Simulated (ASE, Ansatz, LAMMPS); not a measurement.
# Twisted graphene monolayer on bilayer, 4.41° (1014 atoms): support functions against a reference

Wanted: errors and times of a linear-scaling basis for twisted graphene monolayer on bilayer, 4.41° (1014 atoms).

Method: Kohn-Sham DFT, PBE+D3(BJ), PAW (set soft_2), plane waves, in Ansatz 0.2.0.

**1. Starting point**

The cell holds 1014 atoms: 1014 C. Cell: a = 31.980 Å, b = 31.980 Å, c = 20.690 Å, α = 90.0°, β = 90.0°, γ = 120.0°. It derives from C (graphene). Graphene (a = 2.46 Å) under graphene (a = 2.46 Å), monolayer on bilayer, commensurate cell of 169 unit cells a layer, twist 4.41 deg; facing planes 3.32, 3.37 Å apart as built; 14 Å of vacuum; minimised with a classical potential. Regions: layer 1, 338 atoms (338 C); layer 2, 338 atoms (338 C); layer 3, 338 atoms (338 C). Vacuum lies along c.

Before any run, some limits are plain. Beside vacuum, support functions can miss their usual error bounds without a warning.

**2. Making the structure**

A minimisation with a classical potential prepares the built cell.

This step: classical potential: AIREBO (Stuart, Tutein and Harrison, J. Chem. Phys. 112, 6472 (2000)) (LAMMPS stable Jul 2025 - Update 4).

The input, in.lammps:

```
units metal
atom_style atomic
boundary p p p
atom_modify map array
read_data structure.data
pair_style airebo 3.0 1 1
pair_coeff * * CH.airebo C
thermo_style custom step temp pe press lx ly lz fmax
thermo 200
min_style cg
minimize 0 1e-4 3000 30000
write_data relaxed.data nocoeff
```

Started as:

```bash
$ lmp -in in.lammps -log log.lammps -screen none -nocite
```

Numbers of over 12 decimals in the logs are rounded to 6 here.

The log of the run:

```text
LAMMPS (22 Jul 2025 - Update 4)
  1014 atoms
   Step          Temp          PotEng         Press            Lx             Ly             Lz            Fmax     
         0   0             -7543.5745     -65290.882      31.98          27.695492      20.69          0.021993981  
       144   0             -7543.6769     -65730.079      31.98          27.695492      20.69          7.5581871e-06
Loop time of 13.5336 on 1 procs for 144 steps with 1014 atoms
Minimization stats:
  Stopping criterion = force tolerance
  Energy initial, next-to-last, final = 
     -7543.57447776415   -7543.6769248768  -7543.67692487687
  Force two-norm initial, final = 0.32352628 9.4568536e-05
  Force max component initial, final = 0.021993981 7.5581871e-06
  Iterations, force evaluations = 144 288
```

The job ended after 15 s (1 thread of Intel Xeon at 2.80GHz (Skylake/Cascade Lake), shared host).

**3. Plane-wave single point**

This run is the reference for what follows, at a cutoff of 420 eV.

The input, input.yaml:

```yaml
crystal:
  lattice:
    - [31.98, 0.0, 0.0]
    - [-15.99, 27.69549, 0.0]
    - [0.0, 0.0, 20.69]
  atoms:
    - { symbol: C, position: [0.04931, 0.91519, 0.33648] }
    - { symbol: C, position: [0.05128, 0.87179, 0.33643] }
    - { symbol: C, position: [0.09073, 0.00394, 0.33649] }
    - { symbol: C, position: [0.0927, 0.96055, 0.33644] }
    - { symbol: C, position: [0.05523, 0.78501, 0.33646] }
    - { symbol: C, position: [0.0572, 0.74162, 0.3364] }
    - { symbol: C, position: [0.09665, 0.87377, 0.33647] }
    - { symbol: C, position: [0.09862, 0.83037, 0.33643] }
    - { symbol: C, position: [0.13807, 0.96252, 0.33647] }
    - { symbol: C, position: [0.14004, 0.91913, 0.33643] }
    - { symbol: C, position: [0.06114, 0.65483, 0.33643] }
    - { symbol: C, position: [0.06312, 0.61144, 0.33638] }
    - { symbol: C, position: [0.10256, 0.74359, 0.33646] }
    - { symbol: C, position: [0.10454, 0.7002, 0.33641] }
    - { symbol: C, position: [0.14398, 0.83235, 0.33647] }
    - { symbol: C, position: [0.14596, 0.78895, 0.33643] }
    - { symbol: C, position: [0.1854, 0.9211, 0.33646] }
    - { symbol: C, position: [0.18738, 0.87771, 0.33642] }
    - { symbol: C, position: [0.22682, 0.00986, 0.33644] }
    - { symbol: C, position: [0.2288, 0.96647, 0.33641] }
    - { symbol: C, position: [0.06706, 0.52465, 0.33642] }
    - { symbol: C, position: [0.06903, 0.48126, 0.33638] }
    - { symbol: C, position: [0.10848, 0.61341, 0.33644] }
    - { symbol: C, position: [0.11045, 0.57002, 0.3364] }
    - { symbol: C, position: [0.1499, 0.70217, 0.33646] }
    - { symbol: C, position: [0.15187, 0.65878, 0.33642] }
    - { symbol: C, position: [0.19132, 0.79093, 0.33647] }
    - { symbol: C, position: [0.19329, 0.74753, 0.33643] }
    - { symbol: C, position: [0.23274, 0.87968, 0.33646] }
    - { symbol: C, position: [0.23471, 0.83629, 0.33643] }
    - { symbol: C, position: [0.27416, 0.96844, 0.33643] }
    - { symbol: C, position: [0.27613, 0.92505, 0.3364] }
    [... 976 atom lines left out ...]
    - { symbol: C, position: [0.9625, 0.13805, 0.66279] }
    - { symbol: C, position: [0.96054, 0.09269, 0.66279] }
    - { symbol: C, position: [0.00984, 0.2268, 0.66283] }
    - { symbol: C, position: [0.00787, 0.18144, 0.66282] }
    - { symbol: C, position: [0.00393, 0.09072, 0.66273] }
    - { symbol: C, position: [0.00197, 0.04536, 0.66275] }
kpoints:
  mp_grid: { grid: [3, 3, 1] }
hamiltonian:
  xc: pbe
  dispersion: d3bj
scf:
  occupations: { method: fermi_dirac, width: 0.05 }
output:
  forces: true
  populations: true
  dos:
    method: { smearing: { sigma: 0.1 } }
    de: 0.1
    projected: { site_lists: { C: [C] } }
  eigenvalues: true
```

Started as:

```bash
$ ansatz run input.yaml --threads 32 --pin off --max-ram 143360MiB --backend cuda --events-out ev --progress --plain --runs-dir out
```

The log of the run:

```text
Warning: the atoms were moved onto the symmetric positions of the space group found under crystal.symmetry.tolerance 1.0e-5 (fractional; no operation is sought that the atoms, as they stand in a round, miss by more than twice it, and no atom is moved by as much as it), and the run uses the moved positions. [...]
projector tables: rebuilt, as memory chose (as under --projector-tables rebuilt)
Engine: ansatz 0.2.0, aarch64-unknown-linux-gnu
Pseudopotentials: kind: paw
Pseudopotential: C, paw, valence charge 4, recommended cutoff 420 eV (normal), C.paw.azcp
Functional definition: PBE
  parameter kappa = 0.804
  parameter beta = 0.066725
  exchange = pbe_x(kappa = kappa, mu = beta*pi^2/3)
  correlation = pbe_c(beta = beta)
[...]
Crystal: 1014 atoms, lattice volume = 18325.170 Å³
Basis set: ecut = 420 eV, 358377 PW (Γ), exchange–correlation on 432×432×288 points (8 copies of the dense FFT grid, shifted against one another)
Bands: 3042, of which v1, the nominal top of the filled ones, is band 2028 counted from 1 (2027 counted from 0)
Symmetry: 3 space group operations
Space group: P3 (ITA 143), of the structure as read, at distance tolerance 2.6e-4 Å
k-points: 3 of 9 (time reversal used)
Non-local potential: C, projectors of the file, l = 0: 2, l = 1: 2, l = 2: 1
PAW form: soft (Blöchl's): semilocal exchange-correlation on the pseudo side does not see the compensation charge
PAW one-centre angular grid: C, 110 points (default); XC on 64 Gauss nodes
Initial density: superposition of atomic densities (neutral atoms: chi_scale 0, normalization atom), corrected by the library's trained network
Initial wavefunctions: pseudopotential atomic-orbital guess
[...]
Functional: x = pbe(κ = 0.804, μ = 0.219515), c = pbe(β = 0.066725)
SCF iter   1: F=—  HF=-254578.601581 eV  |F-HF|=—  |Δ(HF+E_count)|=         —  Δρ=2.37e-3  dr2=1.11e0  ethr=1.77e-3  ⟨swp⟩=7.7  Hψ=57503  notcnv=0  defer=2309
preconditioner: auto → LDOS  [metal: Δε(μ)=0.041 eV  Ē_g=15.375 eV  σ=0.050 eV  W_gap=0.20  n_scr=2928 (ndim 8)  ℏωp=17.5 eV  f_vac=0.504  D(μ)=9.96/eV (n_scr^D=8)  β→1.0]
SCF iter   2: F=—  HF=-254578.712379 eV  |F-HF|=—  |Δ(HF+E_count)|=   1.11e-1  Δρ=1.20e-3  dr2=6.09e-1  ethr=2.74e-5  ⟨swp⟩=2.0  Hψ=16800  notcnv=0  defer=2823
SCF iter   3: F=—  HF=-254578.514860 eV  |F-HF|=—  |Δ(HF+E_count)|=   1.98e-1  Δρ=4.14e-4  dr2=1.33e-1  ethr=1.50e-5  ⟨swp⟩=2.0  Hψ=12168  notcnv=0  defer=2823
SCF iter   4: F=—  HF=-254578.493769 eV  |F-HF|=—  |Δ(HF+E_count)|=   2.11e-2  Δρ=1.02e-4  dr2=1.24e-3  ethr=3.29e-6  ⟨swp⟩=2.0  Hψ=10887  notcnv=0  defer=2823
SCF iter   5: F=—  HF=-254578.501314 eV  |F-HF|=—  |Δ(HF+E_count)|=   7.54e-3  Δρ=3.40e-5  dr2=5.84e-4  ethr=3.05e-8  ⟨swp⟩=3.0  Hψ=14119  notcnv=0  defer=2823
SCF iter   6: F=—  HF=-254578.513409 eV  |F-HF|=—  |Δ(HF+E_count)|=   1.21e-2  Δρ=7.64e-6  dr2=2.52e-5  ethr=1.44e-8  ⟨swp⟩=2.0  Hψ=12036  notcnv=0  defer=2823
SCF iter   7: F=—  HF=-254578.510387 eV  |F-HF|=—  |Δ(HF+E_count)|=   3.02e-3  Δρ=3.70e-6  dr2=3.59e-6  ethr=6.20e-10  ⟨swp⟩=2.0  Hψ=12394  notcnv=0  defer=2823
SCF iter   8: F=—  HF=-254578.510389 eV  |F-HF|=—  |Δ(HF+E_count)|=   2.50e-6  Δρ=1.34e-6  dr2=4.93e-7  ethr=8.86e-11  ⟨swp⟩=2.0  Hψ=9977  notcnv=0  defer=2823
SCF iter   9: F=-254578.510390 eV  HF=-254578.510390 eV  |F-HF|=1.98e-8  |Δ(HF+E_count)|=   3.38e-7  Δρ=5.53e-7  dr2=7.42e-8  ethr=2.47e-12  ⟨swp⟩=30.3  Hψ=92150  notcnv=0
SCF 1 converged in 9 iterations: F = -254578.510390 eV  dr2 = 7.42e-8
  greatest PAW one-centre occupation: 0.674 electrons in one spin orbital (limit 2), on the C atom at site 608 (counted from 0), in its partial waves of l = 0
SCF converged after 9 iterations
Free energy (F): -254578.510390 eV
Harris-Foulkes:  -254578.510390 eV  (|F-HF|=1.98e-8)
Internal energy: -254578.430532 eV  (E = F + TS)
E sigma→0 (E₀):  -254578.470461 eV
Entropy (-TS):   -0.079857 eV (-0.079 meV/atom)
Fermi energy:    1.229648 eV
--- Per-component energies (eV) ---
  E_band       = -32138.050276
  E_kinetic    = 92374.329322
  E_local      = -1803021.252636  (includes V_loc(G=0)·N_el)
  E_nonlocal   = 27731.150503
  E_hartree    = 859014.535637
  E_xc         = -48724.529391
  E_vxc        = -60329.218867  (∫ρ·V_xc dr)
  E_paw        = -100753.953688  (= ΣΔE_a)
  E_vpaw       = -6922.131373  (= ΣTr[D̂ρ^β])
  E_aug_tail   = 0.007724  (compensation charges beyond the density's cutoff)
  E_ewald      = 718934.100963
  E_disp       = -132.818966  (pairwise vdW)
  E_smearing   = -0.079857  (= −TS)
  E_closure    = 0.000000  (closes the sum)
  Σ components = -254578.510390   (vs F -254578.510390, Δ=0.00e0)
--- Forces (eV/Å), atoms counted from 1 ---
[... 1014 lines of forces left out ...]
  max |Σ_I F_I| component: 1.38e-3 eV/Å
--- Band table (eV) ---
[... left out ...]
--- Löwdin populations: 1014 sites ---
  site symbol       q [e]
[... 1014 lines, one an atom, left out ...]
  spilling = 0.009380 (of n_electrons = 4056.000000)
```

The job ended after 5.1 min (1 × NVIDIA GB200 with 32 threads of Arm Neoverse V2, shared host; peak memory 25 GiB).

That memory is the host's. Forces of this run were stored rounded, and per-atom blocks of the log weren't kept.

The program notes that it cut back its work space to fit the memory limit and positions were snapped to a detected symmetry.

Numbers from this run:

| Quantity | Value |
| --- | --- |
| free energy | -254578.5104 eV |
| free energy per atom | -251.0636 eV/atom |
| SCF cycles | 9 |
| r.m.s. force component | 0.01422 eV/Å |
| longest force | 0.05313 eV/Å |
| Fermi energy | 1.23 eV |
| levels partly filled by over 2 per cent | 4 |
| spilling of the projection | 0.00938 |

The mean of these charges, 0.038 e, is only the charge that the projection spills.

Löwdin charges by element (they lack the spilled electrons, 0.038 e an atom on average):

| element | coordination | atoms | mean charge (e) | spread | least | most |
| --- | --- | --- | --- | --- | --- | --- |
| C | all | 1014 | 0.0375 | 0.0026 | 0.0312 | 0.0408 |

By region:

| region | atoms | mean length of the force (eV/Å) |
| --- | --- | --- |
| layer 1 | 338 | 0.023 |
| layer 2 | 338 | 0.025 |
| layer 3 | 338 | 0.02 |

States in the cell by windows of 1 eV, zero at the Fermi level; some projections on atomic orbitals stand beside the total:

| from (eV) | to (eV) | total | C p | C s |
| --- | --- | --- | --- | --- |
| -18 | -17 | 158.8 | 53.9 | 102.3 |
| -17 | -16 | 163.1 | 65.7 | 94.7 |
| -16 | -15 | 168.5 | 74.9 | 91.4 |
| -15 | -14 | 192.9 | 85.7 | 105.2 |
| -14 | -13 | 111.5 | 60.9 | 49.3 |
| -13 | -12 | 189.3 | 126.3 | 60.5 |
| -12 | -11 | 169.2 | 112.4 | 55.2 |
| -11 | -10 | 166.1 | 123.6 | 41.0 |
| -10 | -9 | 185.7 | 149.8 | 34.5 |
| -9 | -8 | 213.2 | 181.6 | 29.6 |
| -8 | -7 | 321.3 | 290.0 | 27.3 |
| -7 | -6 | 475.3 | 452.5 | 18.6 |
| -6 | -5 | 360.9 | 348.8 | 9.6 |
| -5 | -4 | 301.1 | 295.0 | 4.5 |
| -4 | -3 | 280.6 | 278.6 | 1.2 |
| -3 | -2 | 213.5 | 212.7 | 0.0 |
| -2 | -1 | 110.6 | 110.2 | 0.0 |
| -1 | 0 | 32.6 | 32.4 | 0.0 |
| 0 | 1 | 30.7 | 30.4 | 0.0 |
| 1 | 2 | 174.2 | 168.3 | 0.0 |
| 2 | 3 | 165.6 | 159.4 | 0.0 |
| 3 | 4 | 152.3 | 117.5 | 0.1 |
| 4 | 5 | 187.9 | 99.2 | 0.1 |

Between -20 and -18 eV lie 242 more states.

Not all projections were asked for or kept, so they needn't add up to the total.

The levels nearest the highest filled one (over half full), pooled over k-points and spins:

| level less the highest filled one (eV) | occupation |
| --- | --- |
| -0.377 | 2.00 |
| -0.317 | 2.00 |
| -0.273 | 2.00 |
| -0.192 | 1.97 |
| -0.172 | 1.96 |
| 0 | 1.25 |
| 0.0285 | 0.972 |
| 0.0286 | 0.971 |
| 0.0351 | 0.905 |
| 0.249 | 0.023 |
| 0.296 | 0.009 |
| 0.320 | 0.006 |

Löwdin charges run from +0.03 to +0.04 e, about a mean that is the spilled charge alone. Within 0.4 eV of the Fermi level the largest share is C p (100 % of the projected weight).

**4. Local order**

Bonds and neighbours are counted at the geometry of the runs.

Normalised to the volume that the atoms fill. Pair distribution function in bins of 0.2 Å:

| r (Å) | total |
| --- | --- |
| 1.40 | 4.50 |
| 1.60 | 0.00 |
| 1.80 | 0.00 |
| 2.00 | 0.00 |
| 2.20 | 0.00 |
| 2.40 | 2.98 |
| 2.60 | 0.00 |
| 2.80 | 1.15 |
| 3.00 | 0.00 |
| 3.20 | 0.00 |
| 3.40 | 0.26 |
| 3.60 | 0.95 |
| 3.80 | 1.54 |
| 4.00 | 0.24 |
| 4.20 | 1.58 |
| 4.40 | 0.69 |
| 4.60 | 0.22 |
| 4.80 | 0.20 |
| 5.00 | 1.67 |
| 5.20 | 0.89 |
| 5.40 | 0.38 |
| 5.60 | 0.46 |
| 5.80 | 0.17 |
| 6.00 | 0.33 |
| 6.20 | 1.13 |
| 6.40 | 0.15 |
| 6.60 | 1.21 |
| 6.80 | 0.25 |

Bonds by pair of elements; cutoffs follow the first minimum of g(r), held within bounds set by covalent radii, and pairs that aren't listed don't count as bonded:

| pair A-B | cutoff (Å) | bonds | mean length (Å) | spread (Å) | shortest (Å) | B about A | A about B |
| --- | --- | --- | --- | --- | --- | --- | --- |
| C-C | 1.82 | 1521 | 1.42 | 0 | 1.42 | 3 | 3 |

How many atoms have how many bonded neighbours:

| element | mean | 3 |
| --- | --- | --- |
| C | 3 | 1014 |

Bond angles, per cent of each kind in bins of 5°:

| angle (°) | C-C-C |
| --- | --- |
| 115–120 | 52.7 |
| 120–125 | 47.3 |

Bond angles (no mean is given where the spread exceeds 20°):

| angle | count | mean (°) | spread (°) |
| --- | --- | --- | --- |
| C-C-C | 3042 | 120 | 0 |

Counting bonds as in the table, all C atoms have 3 bonded neighbours.

The surroundings of C50, picked at random, nearest first, numbered as they follow in the input and with coordinates relative to it.

| atom | x | y | z | distance (Å) | bonds | Löwdin charge (e) |
| --- | --- | --- | --- | --- | --- | --- |
| C50 | 0.00 | 0.00 | 0.00 | 0.00 | 3 | 0.04 |
| C49 | -0.76 | 1.20 | 0.00 | 1.42 | 3 | 0.04 |
| C71 | 1.42 | 0.05 | 0.00 | 1.42 | 3 | 0.04 |
| C337 | -0.66 | -1.26 | 0.00 | 1.42 | 3 | 0.04 |
| C52 | -0.09 | 2.46 | 0.00 | 2.46 | 3 | 0.04 |
| C74 | 2.08 | 1.31 | 0.00 | 2.46 | 3 | 0.04 |
| C72 | 2.18 | -1.15 | 0.00 | 2.46 | 3 | 0.04 |
| C338 | 0.09 | -2.46 | 0.00 | 2.46 | 3 | 0.04 |
| C332 | -2.08 | -1.31 | 0.00 | 2.46 | 3 | 0.04 |
| C334 | -2.18 | 1.15 | 0.00 | 2.46 | 3 | 0.04 |

The column of bonds counts only the pairs C-C within 1.82 Å; other neighbours, such as metal atoms beside each other in a compound, aren't counted, and periodic images can show an atom twice.

**5. Support functions medium**

The cell is solved in localised support functions. The level medium gives here a grid of 144×144×96 points and a radius of 3.48 Å.

This step: Kohn-Sham DFT, PBE+D3(BJ), PAW (set soft_2), localised support functions (medium) (Ansatz 0.2.0).

input.yaml, the sections that differ from step 3:

```yaml
scf:
  occupations: { method: fermi_dirac, width: 0.05 }
  eigensolver: { kind: { support_functions: { accuracy: medium } } }
  mixing: { beta: 0.2 }
  max_iter: 150
output:
  forces: true
  eigenvalues: true
# crystal, kpoints, hamiltonian: as in step 3
```

The log of the run:

```text
Warning: scf.eigensolver.kind.support_functions: disabling space-group detection — the functions' gradient is summed over unrotated k-points, so no spatial operation reduces the k-mesh or symmetrises the density; time reversal is kept, so that k and −k are solved as one point where they differ and the mesh holds both, and exact exchange and, on two spinor components, a DFT+U term hold to it where the run has them: [...]
settings of this run that can trade accuracy for cost: scf.eigensolver.kind.support_functions [...]
[...]
device memory: the entry about to start is reckoned to put 42.3 GiB on a device that reports 182.5 GiB free
GPU FFT provider: cuFFT
GPU libraries: cuBLAS 13.8.1, cuFFT 12.4.0, cuSOLVER 12.3.2
GPU matrix products: emulated (plane waves: as basis.precision tells), large ones in fixed point in workspaces of 1.00 GiB
Crystal: 1014 atoms, lattice volume = 18325.170 Å³
Basis set: ecut = 420 eV, 358377 PW (Γ), exchange–correlation on 432×432×288 points (8 copies of the dense FFT grid, shifted against one another)
Bands: 2434, of which v1, the nominal top of the filled ones, is band 2028 counted from 1 (2027 counted from 0)
Symmetry: 1 space group operations
k-points: 5 of 9 (time reversal used)
[...]
GPU buffer pool allocated for 6718464 grid points (all kernels)
Eigensolver: Support functions (medium, 144×144×96 points, laid for a spacing of at most 0.228497 Å, radius 3.476604 Å, 519 sites without an atom, 1 species' potentials softened for the grid, 1 wholly corrected for its errors in the mean over positions, 1 with the egg-box correction, energy correction by stochastic trace)
[...]
SCF iter   1: F=—  HF=-254802.088618 eV  |F-HF|=—  |Δ(HF+E_count)|=         —  Δρ=7.49e-2  dr2=9.92e2  ethr=1.00e-1
[...]
SCF iter  19: F=-254582.338652 eV  HF=-254582.338649 eV  |F-HF|=3.24e-6  |Δ(HF+E_count)|=   4.15e-7  Δρ=5.29e-6  dr2=3.64e-6  ethr=1.54e-10
SCF 1 converged in 19 iterations: F = -254582.382938 eV  dr2 = 3.64e-6
[...]
SCF converged after 19 iterations
Stability not checked: this state was not tested for a lower state beside it, because the mixer in use, unlike msr1, does not test its closes by its own steps (another_mixer; see scf.mixing.algorithm and scf.lower_state_search)
Free energy (F): -254582.382938 eV
[...]
Internal energy: -254582.303092 eV  (E = F + TS)
E sigma→0 (E₀):  -254582.343015 eV
Entropy (-TS):   -0.079846 eV (-0.079 meV/atom)
Fermi energy:    1.229363 eV
[...]
--- Forces (eV/Å), atoms counted from 1 ---
[... 1014 lines of forces left out ...]
  max |Σ_I F_I| component: 4.05e-2 eV/Å
--- Band table (eV; the first three rows and the last of 5) ---
```

It took 3.2 min on 1 × NVIDIA GB200 with 32 threads; peak memory 4.3 GiB; 3.6 min of CPU time.

That memory is the host's; the program planned up to 42.3 GiB on the GPU.

The program notes that the band table was not solved further than the SCF left it and it switched symmetry off.

Keys that differ from the reference: support_functions.accuracy = "medium", scf.max_iter = 150 and scf.mixing.beta = 0.2.

Forces differ from the reference by 4.7 meV/Å r.m.s.; the energy by -3.8 meV/atom.

**6. What each setting buys**

Each row is set against the plane-wave reference (Kohn-Sham DFT, PBE+D3(BJ), PAW (set soft_2), plane waves; r.m.s. force component 0.0142 eV/Å). Energies are set beside the reference only for runs with its functional, potentials and electron count. Times are for 1 × NVIDIA GB200 with 32 threads of Arm Neoverse V2, shared host. The reference's time includes the DOS, which some other runs skip.

| run | Δ force, r.m.s. (meV/Å) | Δ energy (meV/atom) | cycles | time | host memory (GiB) |
| --- | --- | --- | --- | --- | --- |
| reference | - | - | 9 | 5.1 min | 25 |
| support functions medium | 4.67 | -3.82 | 19 | 3.2 min | 4.3 |

**7. Outcome**

| Quantity | Value |
| --- | --- |
| free energy per atom | -251.0636 eV/atom |
| r.m.s. force component | 0.01422 eV/Å |
| wall time of the 2 DFT runs | 8.2 min |

In words: The setting support functions medium changes forces by 4.7 meV/Å r.m.s. Differences between support functions and plane waves include what basis error the plane-wave run still has.

No gap is quoted, since levels at the Fermi energy are partly filled. Counting bonds as in the table, all C atoms have 3 bonded neighbours.

[Logs are printed without paths, hosts, clocks, repeated set-up lines and the standing remarks that a program may print on its own settings, such as how far it seeks lower states.]

[Hosts, paths, dates, database ids (printed as entryN), source tags and the programs' standing remarks are cut or masked in the printed files.]
